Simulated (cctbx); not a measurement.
**Diagnosing a refinement**

Cell a = 10.9130 Å, b = 4.5300 Å, c = 10.1930 Å, α = 90.00°, β = 118.67°, γ = 90.00°; space group C2/m (no. 12). The compound is Er2HfSi2.

Simulated single-crystal data (cctbx): Mo Kα, λ = 0.71073 Å, to d = 0.77 Å, 95 % of the full sphere, strongest reflection 5000 counts, noise from counting, a 3 % proportional error and a noise floor of 2 counts (s.d.); no absorption.

An anisotropic refinement with weights 1/σ² prints:

```text
Rint 0.039, 571 unique reflections to 0.77 A
cycle     R1     wR2    GooF  max shift (A)
   1  0.0984  0.2170   5.054   0.00879
   2  0.0961  0.2118   4.933   0.00006
final R1 0.0961 wR2 0.2118 GooF 4.933  parameters 24  data/parameter 23.8
atom        x        y        z      Ueq    occ   su(xyz)  su(Uiso or U11)
Hf1    0.72643  0.00000  0.36774   0.0043  1.000  0.00021  0.0010
Er1    0.00378  0.00000  0.67544   0.0037  1.000  0.00023  0.0010
Er2    0.31383  0.50000  0.89495   0.0039  1.000  0.00023  0.0010
Si1    0.99492  0.50000  0.12772   0.0069  1.000  0.00161  0.0063
difference map: max 52.08 min -3.82 rms 1.84
Q1    0.1390  0.5000  0.5580    4   52.99  2.54 A from Hf1
Q2    0.2297  0.5000  0.3657    4    6.99  0.05 A from Hf1
Q3    0.1903  0.0000  0.1092    4    5.26  0.04 A from Er2
Q4    0.0262  0.0000  0.6830    4    5.12  0.22 A from Er1
Q5    0.1107  0.5000  0.4379    4    2.97  1.72 A from Hf1
Q6    0.9884  0.5000  0.1409    4    2.69  0.18 A from Si1
```

Q: Accept it or mend it, and why?

Mend it. The fault: an atom left out, Si at (0.8602, 1/2, 0.4417). Against the right model at the same level, R1 goes from 0.0175 to 0.0961 and GooF from 0.93 to 4.93 and the top difference peak, 53.0 e/Å³, lies 2.54 Å from Hf1. Q1 is the missing atom. With scattering power missing, scale and phases suffer, so peaks may also grow on the heavy atoms.

The compound is Er2HfSi2. The right model at the same level gives:

```text
Rint 0.039, 571 unique reflections to 0.77 A
cycle     R1     wR2    GooF  max shift (A)
   1  0.0241  0.0562   1.316   0.00147
   2  0.0175  0.0395   0.926   0.00000
final R1 0.0175 wR2 0.0395 GooF 0.926  parameters 30  data/parameter 19.0
atom        x        y        z      Ueq    occ   su(xyz)  su(Uiso or U11)
Hf1    0.72640  0.00000  0.36773   0.0047  1.000  0.00004  0.0002
Er1    0.00407  0.00000  0.67537   0.0044  1.000  0.00005  0.0002
Er2    0.31365  0.50000  0.89495   0.0045  1.000  0.00005  0.0002
Si1    0.85963  0.50000  0.44134   0.0051  1.000  0.00029  0.0011
Si2    0.99408  0.50000  0.12787   0.0062  1.000  0.00030  0.0011
difference map: max 1.80 min -1.63 rms 0.37
Q1    0.2408  0.5000  0.5195    4    1.86  1.33 A from Si1
Q2    0.2308  0.2449  0.7545    8    1.27  1.72 A from Er2
Q3    0.1401  0.1650  0.1673    8    1.27  1.23 A from Er2
Q4    0.0000  0.3944  0.0000    4    1.24  1.42 A from Si2
Q5    0.1050  0.0000  0.7778    4    1.21  1.10 A from Er1
Q6    0.0778  0.5000  0.4908    4    1.20  0.70 A from Si1
```

The model was made for the exercise: a known structure type with other elements put in, its volume estimated, not relaxed; displacement parameters are assumed.

[Middle refinement cycles are left out of these outputs.]

[Logs are printed without paths, hosts, clocks, repeated set-up lines and the standing remarks that a program may print on its own settings, such as how far it seeks lower states.]
